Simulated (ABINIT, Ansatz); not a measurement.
# RbNbS3 (Pm-3m): zone-centre phonons, part 5 of 5

Which modes does RbNbS3 (Pm-3m) have at the zone centre?

ABINIT 10.8.3; DFT PBE, scalar-relativistic, plane waves, PseudoDojo norm-conserving pseudopotentials.

So far, lowest optical zone-centre mode (cm⁻¹): step 5 (modes with the sum rule) 57.0; step 6 (ASR 0, chneut 0) 57.0.

The structure was built from a prototype and need not be the compound's stable phase.

**7. Cross-check with Ansatz**

A second program on the same cell, potentials, cutoff and meshes tests the implementation of the phonon response, not its convergence.

This step: DFT PBE, scalar-relativistic, plane waves, PseudoDojo norm-conserving pseudopotentials (Ansatz 0.2.0).

Contents of input.yaml:

```yaml
crystal:
  lattice:
    - [4.9009454522, 0.0, 0.0]
    - [0.0, 4.9009454522, 0.0]
    - [0.0, 0.0, 4.9009454522]
  atoms:
    - { symbol: Rb, position: [0.0, 0.0, 0.0] }
    - { symbol: Nb, position: [0.5, 0.5, 0.5] }
    - { symbol: S, position: [0.5, 0.5, 0.0] }
    - { symbol: S, position: [0.5, 0.0, 0.5] }
    - { symbol: S, position: [0.0, 0.5, 0.5] }
kpoints:
  mp_grid: { grid: [6, 6, 6] }
hamiltonian:
  xc: pbe
  pseudopotentials: { kind: nc, accuracy: standard }
scf:
  occupations: { method: gaussian, width: 0.27211 }
output:
  eigenvalues: true
basis:
  ecutwfc: 1006.821
phonons:
  method: dfpt
```

Launch:

```console
$ ansatz run input.yaml --threads 4 --pin off --max-ram 8192MiB --backend cpu --events-out ev --progress --plain --runs-dir out
```

Numbers of over 12 decimals in the logs are rounded to 6 here.

Log:

```text
Warning: basis.ecutwfc = 1006.821 eV is below the records' recommended 1115.666836 eV, and the density's cutoff is lower with it unless basis.ecutrho_ratio is high enough to keep the records' density cutoff: compare with a run at a higher cutoff
zone centre: on kpoints.mp_grid the ground state, and the responses unless they are solved on pairs of k-points, stand on 64 of the mesh's 216 k-points, reduced under 8 symmetry operations, with k and −k counted as one. Each operation leaves every solved displacement unchanged or reverses it
Engine: ansatz 0.2.0, x86_64-unknown-linux-gnu
Pseudopotentials: kind: nc
Pseudopotential: Rb, nc, valence charge 9, recommended cutoff 630 eV (normal), Rb.nc.azcp (PseudoDojo's, or run here from an input of PseudoDojo's; its table is named by hamiltonian.pseudopotentials.accuracy)
Pseudopotential: Nb, nc, valence charge 13, recommended cutoff 1115.666836 eV (normal), Nb.nc.azcp (PseudoDojo's, or run here from an input of PseudoDojo's; its table is named by hamiltonian.pseudopotentials.accuracy)
Pseudopotential: S, nc, valence charge 6, recommended cutoff 770 eV (normal), S.nc.azcp (PseudoDojo's, or run here from an input of PseudoDojo's; its table is named by hamiltonian.pseudopotentials.accuracy)
Functional definition: PBE
  parameter kappa = 0.804
  parameter beta = 0.066725
  exchange = pbe_x(kappa = kappa, mu = beta*pi^2/3)
  correlation = pbe_c(beta = beta)
Crystal: 5 atoms, lattice volume = 117.717 Å³
Basis set: ecut = 1006.821 eV, 8409 PW (Γ), exchange–correlation on 108×108×108 points (8 copies of the dense FFT grid, shifted against one another)
Bands: 25, of which v1, the nominal top of the filled ones, is band 20 counted from 1 (19 counted from 0)
Symmetry: 48 space group operations
k-points: 64 of 216 (irreducible under 8 space group operations)
Non-local potential: Rb, projectors of the file, l = 0: 2, l = 1: 2, l = 2: 2, l = 3: 1
Non-local potential: Nb, projectors of the file, l = 0: 2, l = 1: 2, l = 2: 2
Non-local potential: S, projectors of the file, l = 0: 2, l = 1: 2, l = 2: 2
Initial density: superposition of atomic densities (chi_scale 0.1, normalization cell, long waves kept (reshape's long-wave potential 0.00 eV rms))
Initial wavefunctions: pseudopotential atomic-orbital guess
Functional: x = pbe(κ = 0.804, μ = 0.219515), c = pbe(β = 0.066725)
SCF iter   1: F=—  HF=-3334.606819 eV  |F-HF|=—  |Δ(HF+E_count)|=         —  Δρ=5.75e-2  dr2=8.38e0  ethr=3.10e-3  ⟨swp⟩=8.5  Hψ=8755  notcnv=0
preconditioner: auto → Resta (q_TF=auto, 2.279 Å⁻¹)  ε∞=4.8  [insulator: Δε(μ)=0.570 eV  Ē_g=9.563 eV  σ=0.272 eV  W_gap=0.86  n_scr=26 (ndim 8)  ℏωp=18.7 eV  f_vac=0.000  D(μ)=0.17/eV (n_scr^D=0)  ε∞_Penn≈4.8]
SCF iter   2: F=—  HF=-3333.063710 eV  |F-HF|=—  |Δ(HF+E_count)|=    1.54e0  Δρ=2.62e-2  dr2=1.25e0  ethr=3.10e-3  ⟨swp⟩=9.2  Hψ=15990  notcnv=0
automatic band count: the SCF goes on with 30 bands, as 25 were too few: they end inside the smearing window of the response
preconditioner: auto → Kerker (q_TF=auto, 2.279 Å⁻¹)  [metal: Δε(μ)=0.213 eV  Ē_g=10.543 eV  σ=0.272 eV  W_gap=0.41  n_scr=26 (ndim 8)  ℏωp=18.7 eV  f_vac=0.000  D(μ)=2.62/eV (n_scr^D=18)]
SCF iter   3: F=—  HF=-3332.892786 eV  |F-HF|=—  |Δ(HF+E_count)|=   1.71e-1  Δρ=1.33e-2  dr2=3.06e-1  ethr=3.10e-3  ⟨swp⟩=2.7  Hψ=2610  notcnv=0  defer=11
SCF iter   4: F=—  HF=-3332.807479 eV  |F-HF|=—  |Δ(HF+E_count)|=   8.53e-2  Δρ=5.62e-3  dr2=7.59e-2  ethr=7.64e-4  ⟨swp⟩=2.2  Hψ=2928  notcnv=0  defer=11
SCF iter   5: F=—  HF=-3332.795582 eV  |F-HF|=—  |Δ(HF+E_count)|=   1.19e-2  Δρ=1.94e-3  dr2=1.11e-2  ethr=1.90e-4  ⟨swp⟩=2.3  Hψ=2915  notcnv=0  defer=23
SCF iter   6: F=—  HF=-3332.794654 eV  |F-HF|=—  |Δ(HF+E_count)|=   9.28e-4  Δρ=1.35e-3  dr2=4.89e-3  ethr=2.77e-5  ⟨swp⟩=1.0  Hψ=1733  notcnv=0  defer=23
SCF iter   7: F=—  HF=-3332.793973 eV  |F-HF|=—  |Δ(HF+E_count)|=   6.81e-4  Δρ=5.03e-4  dr2=6.58e-4  ethr=1.22e-5  ⟨swp⟩=1.0  Hψ=1738  notcnv=0  defer=23
SCF iter   8: F=—  HF=-3332.793905 eV  |F-HF|=—  |Δ(HF+E_count)|=   6.81e-5  Δρ=2.40e-5  dr2=4.82e-7  ethr=1.65e-6  ⟨swp⟩=2.3  Hψ=2527  notcnv=0  defer=23
SCF iter   9: F=—  HF=-3332.794070 eV  |F-HF|=—  |Δ(HF+E_count)|=   1.65e-4  Δρ=6.33e-6  dr2=1.01e-7  ethr=1.20e-9  ⟨swp⟩=3.3  Hψ=3943  notcnv=0  defer=174
SCF iter  10: F=—  HF=-3332.794070 eV  |F-HF|=—  |Δ(HF+E_count)|=  6.68e-10  Δρ=1.56e-6  dr2=8.01e-9  ethr=2.52e-10  ⟨swp⟩=2.5  Hψ=2839  notcnv=0  defer=174
SCF iter  11: F=—  HF=-3332.794070 eV  |F-HF|=—  |Δ(HF+E_count)|=  4.76e-10  Δρ=3.61e-7  dr2=2.20e-10  ethr=2.00e-11  ⟨swp⟩=2.6  Hψ=2715  notcnv=0  defer=174
SCF iter  12: F=—  HF=-3332.794070 eV  |F-HF|=—  |Δ(HF+E_count)|=  2.41e-10  Δρ=1.00e-7  dr2=2.14e-11  ethr=1.00e-12  ⟨swp⟩=2.1  Hψ=2601  notcnv=0  defer=174
SCF iter  13: F=-3332.794070 eV  HF=-3332.794070 eV  |F-HF|=1.36e-12  |Δ(HF+E_count)|=  2.36e-11  Δρ=2.91e-8  dr2=1.67e-12  ethr=1.00e-12  ⟨swp⟩=17.8  Hψ=13736  notcnv=0
SCF 1 converged in 13 iterations: F = -3332.794070 eV  dr2 = 1.67e-12
DFPT response loops at Γ: preconditioner auto → Kerker (q_TF=auto, 2.279 Å⁻¹) (partly filled bands, converged f_vac=0.007); β = 1.00, the filter's whole step (`scf.mixing.beta` (0.50) is not read by the response loops under this deck's `scf.mixing.preconditioner`; to damp them name `kerker` or `kerker_dos`, under which they read `scf.mixing.beta`, and type it under 1.00, their step now; both keys bind the ground state too); Broyden in place of MSR1
SCF converged after 13 iterations
Free energy (F): -3332.794070 eV
Harris-Foulkes:  -3332.794070 eV  (|F-HF|=1.36e-12)
Internal energy: -3332.746161 eV  (E = F + TS)
E sigma→0 (E₀):  -3332.770116 eV
Entropy (-TS):   -0.047909 eV (-9.582 meV/atom)
Fermi energy:    7.047251 eV
--- Per-component energies (eV) ---
  E_band       = -252.269192
  E_kinetic    = 1000.878859
  E_local      = -2186.046864  (includes V_loc(G=0)·N_el)
  E_nonlocal   = 308.520196
  E_hartree    = 641.136835
  E_xc         = -801.282296
  E_vxc        = -657.895010  (∫ρ·V_xc dr)
  E_ewald      = -2295.952891
  E_smearing   = -0.047909  (= −TS)
  E_closure    = -0.000000  (closes the sum)
  Σ components = -3332.794070   (vs F -3332.794070, Δ=0.00e0)
--- Band table (eV; the first three rows and the last of 64) ---
  k-point 0: bands = [... 16 lower, 5.8761, 6.4085, 6.4085, 6.4085, 6.5812, 6.5812, 6.5812, 8.3720, ... 6 higher]
  k-point 1: bands = [... 16 lower, 5.7355, 5.8002, 6.3257, 6.3257, 6.4230, 7.4296, 7.4296, 8.3850, ... 6 higher]
  k-point 2: bands = [... 16 lower, 5.0283, 5.4846, 6.2645, 6.2645, 6.4523, 8.4048, 8.4507, 8.4507, ... 6 higher]
  k-point 63: bands = [... 16 lower, 3.1702, 7.1375, 7.1375, 7.1375, 9.3737, 9.3737, 9.3737, 11.9426, ... 6 higher]
--- Phonons (Γ-DFPT): 4 representative perturbations + reference, on 64 of 216 k-points (Σ response iterations 12) ---
  k mesh reduced under 8 symmetry operations, with k and −k counted as one. Each operation leaves every solved displacement unchanged or reverses it
  ASR residual: 5.299e-5 → 0.000e0 eV/Å²; symmetrization residual: 3.187e-5 eV/Å²
  ASR residual per site (eV/Å²): 5.19e-7 5.30e-5 2.19e-5 2.19e-5 2.19e-5
  Γ frequencies (cm⁻¹): 0.00 0.00 0.00 56.89 56.89 56.89 103.77 103.77 103.77 150.09 150.09 150.09 289.80 289.80 289.80
  non-analytic LO–TO correction: not included (Born effective charges unavailable; polar crystals: no LO–TO splitting at Γ)
```

Elapsed: 95 s, on 4 threads of Intel Xeon at 2.70GHz, shared host; peak memory 2.7 GiB; 5.8 min of CPU time.

Read from the output:

```
sum-rule residual before enforcement             : 5.30e-5 eV/Å²
highest optical zone-centre mode (no LO-TO term) : 289.8 cm⁻¹
lowest optical zone-centre mode                  : 56.89 cm⁻¹
```

**8. The two compared: ABINIT PseudoDojo and Ansatz, PseudoDojo**

Worked out from the results:

```
root-mean-square difference : 0.07 cm⁻¹
largest difference          : 0.12 cm⁻¹
```

The 12 of 12 modes that differ most. Frequencies side by side:

```tsv
q (reciprocal lattice)	mode	ABINIT PseudoDojo (cm⁻¹)	Ansatz, PseudoDojo (cm⁻¹)
0 0 0	4	57.01	56.89
0 0 0	5	57.01	56.89
0 0 0	6	57.01	56.89
0 0 0	7	103.8	103.8
0 0 0	8	103.8	103.8
0 0 0	9	103.8	103.8
0 0 0	10	150.1	150.1
0 0 0	11	150.1	150.1
0 0 0	12	150.1	150.1
0 0 0	13	289.8	289.8
0 0 0	14	289.8	289.8
0 0 0	15	289.8	289.8
```

At the zone centre the largest difference (acoustic modes at Γ apart) is 0.04 % of the highest mode.

**9. What came out**

```json
{
  "space group after relaxation": "Pm-3m",
  "volume per atom": "23.5 Å³",
  "highest optical zone-centre mode (no LO-TO term)": "289.8 cm⁻¹",
  "lowest optical zone-centre mode": "57.0 cm⁻¹",
  "imaginary optical modes at the zone centre (no q mesh in this session)": "none",
  "largest difference from Ansatz, PseudoDojo": "0.12 cm⁻¹"
}
```

At the PBE level the optical modes of RbNbS3 (Pm-3m) at the zone centre run from 57 to 290 cm⁻¹. ABINIT PseudoDojo and Ansatz, PseudoDojo agree to 0.12 cm⁻¹ (0.04 % of the highest mode compared) on all solved modes but the acoustic ones at Γ, without the LO-TO term. These are harmonic frequencies at zero temperature: anharmonic shifts and linewidths and thermal expansion are left out. In a metal the frequencies hang on the k mesh and the smearing, most of all near Kohn anomalies. Ansatz warns that the cutoff lies 10 % under the one recommended for these files; agreement at one cutoff is not convergence. The structure is a hypothetical one, built on a prototype.

[Host names and launcher messages were left out of these logs when they were recorded.]

[Logs are printed without paths, hosts, clocks, repeated set-up lines and the standing remarks that a program may print on its own settings, such as how far it seeks lower states.]

[Hosts, paths, dates, database ids (printed as entryN), source tags and the programs' standing remarks are cut or masked in the printed files.]
